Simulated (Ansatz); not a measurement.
# Electron scattering at the Σ5 (310) boundary in bcc Mo

Wanted: what the Σ5 (310) boundary in bcc Mo costs an interconnect.

Main program and level: Ansatz 0.2.0; Ansatz plane-wave DFT, PBEsol, PAW files; relaxation of a bicrystal slab with its lowest layers held; PAW set soft_1, in the first sound run; inputs show where later runs differ.

Most raw output is cut from this account.

### 1. Starting point

The cell holds 20 atoms: 20 Mo. Its edges and angles: a = 5.219 Å, b = 3.147 Å, c = 30.308 Å, α = 90.0°, β = 90.0°, γ = 72.5°. It derives from Mo. built on the (3 1 0) plane; 1 overlapping atoms removed and the grains opened by 0.4 Å. Vacuum lies along c.

### 2. Relaxing the bicrystal

The boundary is built by mirroring the lower grain in the boundary plane and removing any atoms that overlap. A thin bicrystal slab is relaxed first, with the lowest layers held and the upper grain free to shift and open.

input.yaml reads:

```yaml
crystal:
  lattice:
    - [5.2187091076, 0.0, 0.0]
    - [0.9488562014, 3.0005467684, 0.0]
    - [0.0, 0.0, 30.3082068143]
  atoms:
    - { symbol: Mo, position: [0.7999999999, 0.6000000001, 0.1649718187] }
    - { symbol: Mo, position: [0.1999999999, 0.9, 0.1978067794] }
    - { symbol: Mo, position: [0.5999999999, 0.2, 0.2306417401] }
    - { symbol: Mo, position: [1.0, 0.5, 0.2634767008] }
    - { symbol: Mo, position: [0.4, 0.8, 0.2963116615] }
    - { symbol: Mo, position: [0.8, 0.1, 0.3291466222] }
    - { symbol: Mo, position: [0.2, 0.4, 0.3619815829] }
    - { symbol: Mo, position: [0.6, 0.7, 0.3948165436] }
    - { symbol: Mo, position: [0.0, 0.0, 0.4276515043] }
    - { symbol: Mo, position: [0.6, 0.7, 0.4736842105] }
    - { symbol: Mo, position: [0.2, 0.4, 0.5065191712] }
    - { symbol: Mo, position: [0.8, 0.1, 0.5393541319] }
    - { symbol: Mo, position: [0.4, 0.8, 0.5721890926] }
    - { symbol: Mo, position: [1.0, 0.5, 0.6050240533] }
    - { symbol: Mo, position: [0.5999999999, 0.2, 0.637859014] }
    - { symbol: Mo, position: [0.1999999999, 0.9, 0.6706939747] }
    - { symbol: Mo, position: [0.7999999999, 0.6000000001, 0.7035289354] }
    - { symbol: Mo, position: [0.3999999999, 0.3000000001, 0.7363638961] }
    - { symbol: Mo, position: [0.9999999999, 1.0e-10, 0.7691988568] }
    - { symbol: Mo, position: [0.5999999999, 0.7000000001, 0.8020338175] }
kpoints:
  mp_grid: { grid: [8, 8, 1] }
hamiltonian:
  xc: pbesol
  pseudopotentials: { kind: paw, azcp: { folder: soft_1 }, xc_functional: pbe }
scf:
  occupations: { method: fermi_dirac, width: 0.1 }
relax:
  f_tol: 0.03
  max_steps: 80
  constraints: [{ sites: [0, 1, 2, 3] }]
```

Run with:

```console
> ansatz run input.yaml --threads 4 --pin off --max-ram 15360MiB --backend cpu --events-out ev --progress --plain --runs-dir out
```

Wall time 6.3 min (4 threads of Arm Neoverse V1, shared host); peak memory 2.3 GiB; 25 min of CPU time.

The steps of the relaxation:

```
step  energy less that of the first step (eV)  largest force component (eV/Å)
   1                                   0.0000                          2.2726
   2                                  -0.5344                          0.5709
   3                                  -0.7053                          0.2551
   4                                  -0.7317                          0.2376
   5                                  -0.7431                          0.1815
   6                                  -0.7451                          0.0086
   7                                  -0.7451                          0.0084
```

The run keeps the 2 symmetry operations that it works with, so distortions that break them were not tested.

The atoms that moved most (Å):

```
atom      dx      dy      dz  length
Mo20   0.078  -0.025  -0.533   0.539
Mo19  -0.054   0.017  -0.311   0.317
Mo17   0.012  -0.004  -0.306   0.306
Mo15   0.007  -0.002  -0.276   0.276
Mo18  -0.008   0.003  -0.268   0.268
Mo16   0.016  -0.005  -0.267   0.268
Mo14   0.002  -0.001  -0.264   0.264
Mo11  -0.001   0.000  -0.253   0.253
```

This step gave:

| Property | Result |
| --- | --- |
| free energy | -97941.2089 eV |
| energy at zero smearing | -97940.9221 eV |
| Fermi energy | 12.45 eV |

The largest force component on a free atom ends at 0.0084 eV/Å, under the tolerance of 0.03, after 7 steps.

### 3. Transmission across the boundary

Bulk layers of each grain are laid under and over the relaxed boundary, and a lead is named in the middle of each, away from the free faces. The mesh across the current, 20×20, is finer than the density's, because channels open and close sharply across the zone. Energies from -0.27 to 0.27 eV in steps of 0.036 eV cover the slope of the Fermi function at 300 K, so the program can form a conductance.

This step: Ansatz plane-wave DFT, PBEsol, PAW files; ballistic transport by layer matching (Landauer), zero bias; boundary relaxed in a short slab, bulk layers laid on; PAW set soft_1 (Ansatz 0.2.0).

System of this step: Σ5 (310) boundary in bcc Mo. The cell holds 44 atoms: 44 Mo. Cell: a = 5.219 Å, b = 3.147 Å, c = 50.916 Å, α = 90.0°, β = 90.0°, γ = 72.5°. It derives from Mo. Regions: lower grain, 18 atoms (18 Mo); boundary, 12 atoms (12 Mo); upper grain, 14 atoms (14 Mo). Vacuum lies along c.

input.yaml reads:

```yaml
crystal:
  lattice:
    - [5.2187091076, 0.0, 0.0]
    - [0.9488562014, 3.0005467684, 0.0]
    - [0.0, 0.0, 50.9164684983]
  atoms:
    - { symbol: Mo, position: [-9.2000000002, -6.8999999999, 0.0785600439] }
    - { symbol: Mo, position: [-8.8000000002, -6.5999999999, 0.0981051696] }
    - { symbol: Mo, position: [-8.4000000001, -6.2999999999, 0.1176502954] }
    - { symbol: Mo, position: [-8.0000000001, -5.9999999999, 0.1371954212] }
    - { symbol: Mo, position: [-7.6000000001, -5.6999999999, 0.1567405469] }
    - { symbol: Mo, position: [-7.2000000001, -5.3999999999, 0.1762856727] }
    - { symbol: Mo, position: [-6.8000000001, -5.0999999999, 0.1958307984] }
    - { symbol: Mo, position: [-6.4000000001, -4.7999999999, 0.2153759242] }
[... 32 atom lines left out ...]
    - { symbol: Mo, position: [-6.7985956886, -5.1007021557, 0.8628045788] }
    - { symbol: Mo, position: [-7.1985956886, -5.4007021557, 0.8823497046] }
    - { symbol: Mo, position: [-7.5985956886, -5.7007021557, 0.9018948304] }
    - { symbol: Mo, position: [-7.9985956886, -6.0007021557, 0.9214399561] }
kpoints:
  mp_grid: { grid: [8, 8, 1] }
hamiltonian:
  xc: pbesol
  pseudopotentials: { kind: paw, azcp: { folder: soft_1 }, xc_functional: pbe }
scf:
  occupations: { method: fermi_dirac, width: 0.1 }
output:
  transmission:
    leads: [[10, 11], [35, 36]]
    kmesh: [20, 20]
    e_range: [-0.27, 0.27]
    de: 0.036
  write_potential: true
  write_density: true
  volumetric_format: npy
  elf: true
```

Wall time 29 min (4 threads); peak memory 9 GiB.

Numbers from this step:

```yaml
free_energy: -215481.0305 eV
energy_at_zero_smearing: -215480.4682 eV
fermi_energy: 17.53 eV
cell_area: 15.66 Å²
step_of_the_lead_s_potential: 7.9 meV
ballistic_conductance_of_the_lead: 1.24e15 S/m²
estimated_errors_of_the_lead_s_conductance: 0, 4.8, 0.7 % (band edges, k-mesh, distance from neutral)
lead_conductance_per_cell: 2.504 G₀
step_of_the_upper_lead_s_potential: 9 meV
ballistic_conductance_of_the_upper_lead: 1.24e15 S/m²
conductance_of_the_junction: 6.68e14 S/m²
junction_conductance_per_cell: 1.351 G₀
estimated_errors_of_the_junction_s_conductance: 0.2, 1.2, 6.5, 3.8, 0.7 % (energy step, band edges, k-mesh, leads' steps, distance from neutral)
area_resistance_that_the_stack_adds_contact_term_taken_off_spin_by_spin: 0.6889 fΩ m²
```

Per spin. The transmission, zone mean by energy, zero at the Fermi level:

```
energy (eV)  transmission, zone mean
     -0.270                     1.30
     -0.234                     1.29
     -0.198                     1.28
     -0.162                     1.29
     -0.126                     1.30
     -0.090                     1.31
     -0.054                     1.33
     -0.018                     1.35
      0.018                     1.34
      0.054                     1.36
      0.090                     1.40
      0.126                     1.43
      0.162                     1.48
      0.198                     1.53
      0.234                     1.59
      0.270                     1.64
```

Per spin. Open channels, zone mean against energy, zero at the Fermi level:

```
energy (eV)  lead  upper lead
     -0.270  2.46        2.46
     -0.234  2.48        2.48
     -0.198  2.48        2.48
     -0.162  2.49        2.49
     -0.126   2.5         2.5
     -0.090  2.50        2.50
     -0.054  2.48        2.48
     -0.018  2.50        2.50
      0.018  2.47        2.46
      0.054  2.56        2.57
      0.090  2.61        2.61
      0.126  2.67        2.67
      0.162  2.73        2.73
      0.198  2.92        2.92
      0.234  3.06        3.06
      0.270  3.15        3.16
```

Transmission over k1 and k2. At -0.0180 eV from the Fermi level (the log's summary may quote the solved energy on the other side of it).

Values, 12 rows by 16 columns, each cell a mean:
```
1.00 1.33 1.62 1.25 1.49 1.48 1.29 1.06 1.38 1.60 1.59 1.42 1.48 1.63 1.61 1.25
0.27 0.28 0.43 0.34 0.38 0.29 0.19 0.18 0.86 0.78 0.94 1.21 0.56 0.81 0.47 0.27
0.38 0.27 0.44 0.27 0.36 0.40 0.12 0.20 0.33 0.60 0.66 0.60 0.41 0.26 0.08 0.32
0.82 0.77 0.78 0.91 0.38 0.71 1.13 1.36 0.80 0.95 1.04 0.97 1.10 1.10 0.61 0.43
1.77 1.87 2.10 2.43 1.97 2.19 2.54 2.72 2.64 2.32 2.61 2.66 2.30 2.04 2.34 2.36
2.85 3.09 3.05 2.74 2.31 2.72 3.35 3.87 4.15 3.95 3.33 2.84 2.41 2.56 3.06 3.27
2.32 2.88 2.79 2.17 2.64 2.93 3.17 3.10 3.41 3.17 2.93 2.44 2.27 2.85 2.67 2.35
1.04 1.12 1.19 1.41 1.57 1.78 1.56 1.31 1.67 1.82 1.50 1.20 1.04 1.27 1.03 1.01
0.44 0.22 0.25 0.66 0.43 0.43 0.63 0.55 0.25 0.57 0.44 0.31 0.20 0.41 0.48 0.37
0.37 0.15 0.19 0.55 0.64 1.06 0.76 0.76 0.48 0.00 0.15 0.37 0.30 0.42 0.40 0.28
0.68 0.94 1.31 1.25 1.09 1.26 1.20 1.34 1.12 0.76 0.83 0.90 1.08 0.92 1.05 0.84
1.25 1.56 1.90 1.92 1.72 1.87 1.91 1.61 1.31 1.47 1.85 1.93 1.66 1.84 1.90 1.54
```
Columns: k1 (b1) from -0.5 to 0.45; rows upwards: k2 (b2) from -0.5 to 0.45.

Open channels over k1 and k2. At -0.0180 eV from the Fermi level (the log's summary may quote the solved energy on the other side of it).

Values, 12 rows by 16 columns, each cell a mean:
```
2.12 2.60 2.84 2.84 3.40 2.60 2.60 2.12 3.00 2.84 2.60 2.28 2.60 2.76 3.00 2.68
0.72 1.20 1.32 1.08 1.36 0.96 0.48 0.40 1.44 1.52 1.76 1.84 1.36 1.20 0.84 0.60
1.00 1.00 1.00 1.00 1.00 1.00 0.40 0.48 1.08 1.40 1.40 1.40 1.32 0.60 0.36 0.92
1.40 1.40 1.40 1.40 1.40 1.64 2.00 1.84 1.40 1.40 1.40 1.72 1.52 2.00 1.64 1.40
3.80 3.88 4.24 4.40 3.64 4.04 4.40 4.08 3.80 3.80 3.80 4.44 4.24 3.68 4.16 4.56
5.72 6.12 5.40 5.00 4.68 5.00 5.36 5.12 5.48 5.24 5.24 5.00 4.92 4.76 5.36 6.40
4.80 5.36 4.76 4.12 5.00 4.84 4.60 4.60 4.60 4.76 5.00 4.68 4.20 5.00 5.12 4.72
2.24 2.40 2.40 2.40 2.52 2.68 2.20 2.20 2.32 2.72 2.60 2.28 2.24 2.40 2.28 2.20
1.00 1.00 0.88 1.28 1.00 1.00 1.00 1.00 1.00 0.92 1.16 1.08 1.00 1.00 1.00 1.00
0.60 0.36 0.24 0.88 1.68 2.00 1.76 1.60 0.80 0.00 0.36 0.92 1.00 1.00 1.00 1.00
1.64 2.04 2.52 2.12 1.92 1.84 2.08 2.48 2.40 1.68 1.80 1.96 2.56 2.00 2.24 2.00
2.20 3.00 3.00 3.48 3.12 3.36 3.00 3.00 2.44 2.76 3.00 3.48 3.52 3.60 3.00 3.00
```
Columns: k1 (b1) from -0.5 to 0.45; rows upwards: k2 (b2) from -0.5 to 0.45.

ELF in the cb plane at fractional x = 0.000, with atoms of Mo within 0.2 Å of it. It is the smooth field of the valence electrons, not physical close to the nuclei.

Values, 5 rows by 16 columns, each cell a mean:
```
0.36 0.42 0.62 0.33 0.31 0.22 0.30 0.26 0.27 0.25 0.36 0.50 0.62 0.13 0.03 0.00
0.24 0.30 0.26 0.29 0.26 0.35 0.42 0.56 0.32 0.30 0.24 0.31 0.29 0.24 0.09 0.01
0.20 0.35 0.32 0.27 0.23 0.36 0.48 0.59 0.32 0.29 0.19 0.34 0.32 0.35 0.14 0.01
0.28 0.32 0.37 0.30 0.28 0.31 0.36 0.44 0.31 0.29 0.29 0.35 0.39 0.18 0.07 0.01
0.36 0.44 0.61 0.33 0.31 0.20 0.34 0.31 0.25 0.24 0.36 0.51 0.61 0.13 0.02 0.00
```
Columns run along c (16.0 Å, from fractional 0.69 to 1.00 of the cell), rows up along b (3.1 Å). Atoms in or near the plane, at fractional coordinates: Mo at (0.73, 0.00), Mo at (0.82, 0.50), Mo at (0.92, 0.00).

Electrostatic potential energy in the cb plane at fractional x = 0.000, with atoms of Mo within 0.2 Å of it. With pseudopotentials it is smooth inside the atoms' cores, unlike the true potential.

Ten even steps from '0' (-53 eV) to '9' (21 eV), each cell a mean:
```
99984001589998789999999988899984001589999999
99987435799998899876689998899997435799999999
88999888998889999731148999888999888999999999
77899999998788998510027999877899999999999999
88899999998888999620037999888899999999999999
89998667899889999853468999888998667899999999
99985113699998889988889988899985212689999999
99973000589988789999999887899983000489999999
```
Columns run along c (16.0 Å, from fractional 0.69 to 1.00 of the cell; values clipped at the 3rd and 97th percentile), rows up along b (3.1 Å). Atoms in or near the plane, at fractional coordinates: Mo at (0.73, 0.00), Mo at (0.82, 0.50), Mo at (0.92, 0.00).

Valence density in the cb plane at fractional x = 0.000, with atoms of Mo within 0.2 Å of it. It is the smooth field of the valence electrons, not physical close to the nuclei.

Ten even steps from '0' (0.0 e/Å³) to '9' (7.0 e/Å³), each cell a mean:
```
00003796200000000000000000000003796200000000
00001232000000000001100000000001232000000000
00000000000000000136520000000000000000000000
00000000000000000169941000000000000000000000
00000000000000000159841000000000000000000000
00000111000000000013310000000000111000000000
00002564100000000000000000000002564100000000
00004897200000000000000000000003897200000000
```
Columns run along c (16.0 Å, from fractional 0.69 to 1.00 of the cell), rows up along b (3.1 Å). Atoms in or near the plane, at fractional coordinates: Mo at (0.73, 0.00), Mo at (0.82, 0.50), Mo at (0.92, 0.00).

The larger of the two leads' potential steps is 9 meV from period to period, small in itself. The program estimates the junction's conductance to 6.5 % from the k-mesh, 0.7 % from the leads' distance from neutral and 3.8 % from their steps.

By hand: 1/G − 1/G_lead = 1/0.6685 − 1/1.239 = 0.689 fΩ m² with G in 10¹⁵ S/m².

### 4. Specific resistance

This step: Ansatz plane-wave DFT, PBEsol, PAW files; ballistic transport by layer matching (Landauer), zero bias; specific resistance of the boundary; PAW set soft_1 (Ansatz 0.2.0).

This step gave:

| Property | Result |
| --- | --- |
| area resistance | 0.6963 fΩ m² |
| T over the leads' mean channel count | 0.5352 |

Averaged over the energies near the Fermi level, 53.5 % of the channels pass, which makes 0.696 fΩ m².

By hand, with T and the leads' channels N averaged over the energies near the Fermi level: RA = A (h/2e²)(1/T − ½[1/N₁ + 1/N₂]) = 15.66×10⁻²⁰ m² × 12 906 Ω × (1/1.349 − ½[1/2.521 + 1/2.521]) = 0.696 fΩ m².

### 5. Single-crystal slab for reference

The free faces cost energy too. A single-crystal slab with the same faces and held layers is relaxed, so that they cancel.

This step: Ansatz plane-wave DFT, PBEsol, PAW files; relaxation of a single-crystal slab with its lowest layers held; PAW set soft_1 (Ansatz 0.2.0).

System of this step: Mo slab, plane (3, 1, 0). The cell holds 20 atoms: 20 Mo. Cell: a = 5.219 Å, b = 3.147 Å, c = 29.908 Å, α = 90.0°, β = 90.0°, γ = 72.5°. It derives from Mo. Vacuum lies along c.

input.yaml reads:

```yaml
crystal:
  lattice:
    - [5.2187091076, 0.0, 0.0]
    - [0.9488562014, 3.0005467684, 0.0]
    - [0.0, 0.0, 29.9082068143]
  atoms:
    - { symbol: Mo, position: [0.3999999998, 0.3000000001, 0.167178194] }
    - { symbol: Mo, position: [0.7999999998, 0.6000000001, 0.2004522978] }
    - { symbol: Mo, position: [0.1999999998, 0.9000000001, 0.2337264017] }
    - { symbol: Mo, position: [0.5999999999, 0.2000000001, 0.2670005055] }
    - { symbol: Mo, position: [0.9999999999, 0.5000000001, 0.3002746094] }
    - { symbol: Mo, position: [0.3999999999, 0.8000000001, 0.3335487132] }
    - { symbol: Mo, position: [0.7999999999, 0.1000000001, 0.3668228171] }
    - { symbol: Mo, position: [0.1999999999, 0.4000000001, 0.400096921] }
    - { symbol: Mo, position: [0.5999999999, 0.7000000001, 0.4333710248] }
    - { symbol: Mo, position: [0.9999999999, 1.0e-10, 0.4666451287] }
    - { symbol: Mo, position: [0.3999999999, 0.3000000001, 0.4999192325] }
    - { symbol: Mo, position: [0.7999999999, 0.6000000001, 0.5331933364] }
    - { symbol: Mo, position: [0.1999999999, 0.9, 0.5664674402] }
    - { symbol: Mo, position: [0.5999999999, 0.2, 0.5997415441] }
    - { symbol: Mo, position: [1.0, 0.5, 0.633015648] }
    - { symbol: Mo, position: [0.4, 0.8, 0.6662897518] }
    - { symbol: Mo, position: [0.8, 0.1, 0.6995638557] }
    - { symbol: Mo, position: [0.2, 0.4, 0.7328379595] }
    - { symbol: Mo, position: [0.6, 0.7, 0.7661120634] }
    - { symbol: Mo, position: [0.0, 0.0, 0.7993861672] }
kpoints:
  mp_grid: { grid: [8, 8, 1] }
hamiltonian:
  xc: pbesol
  pseudopotentials: { kind: paw, azcp: { folder: soft_1 }, xc_functional: pbe }
scf:
  occupations: { method: fermi_dirac, width: 0.1 }
relax:
  f_tol: 0.03
  max_steps: 80
  constraints: [{ sites: [0, 1, 2, 3] }]
```

Elapsed: 4.5 min, on 4 threads; peak memory 2.3 GiB.

Step by step:

```
step  energy less that of the first step (eV)  largest force component (eV/Å)
   1                                   0.0000                          2.2594
   2                                  -0.3204                          0.5421
   3                                  -0.3760                          0.2963
   4                                  -0.3948                          0.0590
   5                                  -0.3962                          0.0137
```

The atoms that moved most (Å):

```
atom      dx      dy      dz  length
Mo20  -0.067   0.021  -0.385   0.391
Mo19   0.062  -0.020  -0.157   0.170
Mo17   0.003  -0.001  -0.155   0.155
Mo15   0.012  -0.004  -0.122   0.122
Mo18   0.023  -0.007  -0.116   0.119
Mo16   0.000   0.000  -0.117   0.117
Mo14   0.017  -0.005  -0.104   0.105
Mo13   0.014  -0.004  -0.095   0.096
```

Final coordinates:

```xyz
20
Lattice="5.2187 0.0000 0.0000 0.9489 3.0005 0.0000 0.0000 0.0000 29.9082" Properties=species:S:1:pos:R:3
Mo    2.3721    0.9002    5.0000
Mo    4.7443    1.8003    5.9952
Mo    1.8977    2.7005    6.9903
Mo    3.3210    0.6001    7.9855
Mo    5.7050    1.4965    8.9546
Mo    2.8516    2.3989    9.9540
Mo    4.2684    0.3005   10.9261
Mo    1.4241    1.2000   11.9178
Mo    3.7979    2.0996   12.9052
Mo    5.2225   -0.0012   13.8857
Mo    2.3818    0.8971   14.8797
Mo    4.7572    1.7962   15.8590
Mo    1.9118    2.6960   16.8469
Mo    3.3383    0.5946   17.8337
Mo    5.7054    1.4964   18.8108
Mo    2.8463    2.4005   19.8109
Mo    4.2725    0.2992   20.7674
Mo    1.4462    1.1930   21.8014
Mo    3.8575    2.0808   22.7563
Mo   -0.0671    0.0212   23.5234
```

This step gave:

```
free energy             : -97943.0883 eV
energy at zero smearing : -97942.8264 eV
Fermi energy            : 12.70 eV
```

The largest force component on a free atom ends at 0.014 eV/Å, under the tolerance of 0.03, after 5 steps.

### 6. Bulk reference

The perfect crystal gives the energy per atom, for the atoms by which bicrystal and slab differ.

This step: Ansatz plane-wave DFT, PBEsol, PAW files; bulk reference; PAW set soft_1 (Ansatz 0.2.0).

System of this step: Mo. It takes space group Im-3m (No. 229, cubic). The conventional cell has a = 3.147 Å, b = 3.147 Å, c = 3.147 Å, α = 90.00°, β = 90.00°, γ = 90.00°. Nearest to Mo lie 8 Mo at 2.73 Å.

input.yaml, the sections that differ from step 5:

```yaml
crystal:
  lattice:
    - [-1.5735, 1.5735, 1.5735]
    - [1.5735, -1.5735, 1.5735]
    - [1.5735, 1.5735, -1.5735]
  atoms:
    - { symbol: Mo, position: [0.0, 0.0, 0.0] }
kpoints:
  mp_grid: { grid: [19, 19, 19] }
# hamiltonian, scf: as in step 5
# relax: removed
```

It took 0.68 s on 4 threads; peak memory 0.29 GiB; 2 s of CPU time.

Numbers from this step:

```
free energy             : -4897.5093 eV
energy at zero smearing : -4897.4989 eV
Fermi energy            : 21.01 eV
```

### 7. Boundary energy

This step: Ansatz plane-wave DFT, PBEsol, PAW files; bicrystal less single-crystal slab less bulk atoms, a boundary area; PAW set soft_1 (Ansatz 0.2.0).

Numbers from this step:

| Quantity | Value |
| --- | --- |
| excess energy of the cell | 1.904 eV |
| boundary energy | 1.948 J/m² |

The boundary costs 1.9 J/m².

By hand: 1.90 eV / 15.66 Å² × 16.02 = 1.95 J/m².

### 8. Summary of results

| Property | Result |
| --- | --- |
| specific resistance of the boundary | 0.696 fΩ m² |
| share of channels that pass | 0.535 |
| boundary energy | 1.95 J/m² |

The boundary has a specific resistance of 0.70 fΩ m² and an energy of 1.9 J/m². The boundary reflects 46 % of the channels; 0.70 fΩ m² is 7.0×10⁻¹² Ω·cm². That equals the resistance of 13 nm of bulk Mo at 300 K (measured 5.52 µΩ cm, CRC Handbook of Chemistry and Physics, 84th ed., 2003, Electrical Resistivity of Pure Metals). One starting structure was relaxed; another shift or atom count at the boundary may lie lower.

[Logs are printed without paths, hosts, clocks, repeated set-up lines and the standing remarks that a program may print on its own settings, such as how far it seeks lower states.]

[Hosts, paths, dates, database ids (printed as entryN), source tags and the programs' standing remarks are cut or masked in the printed files.]
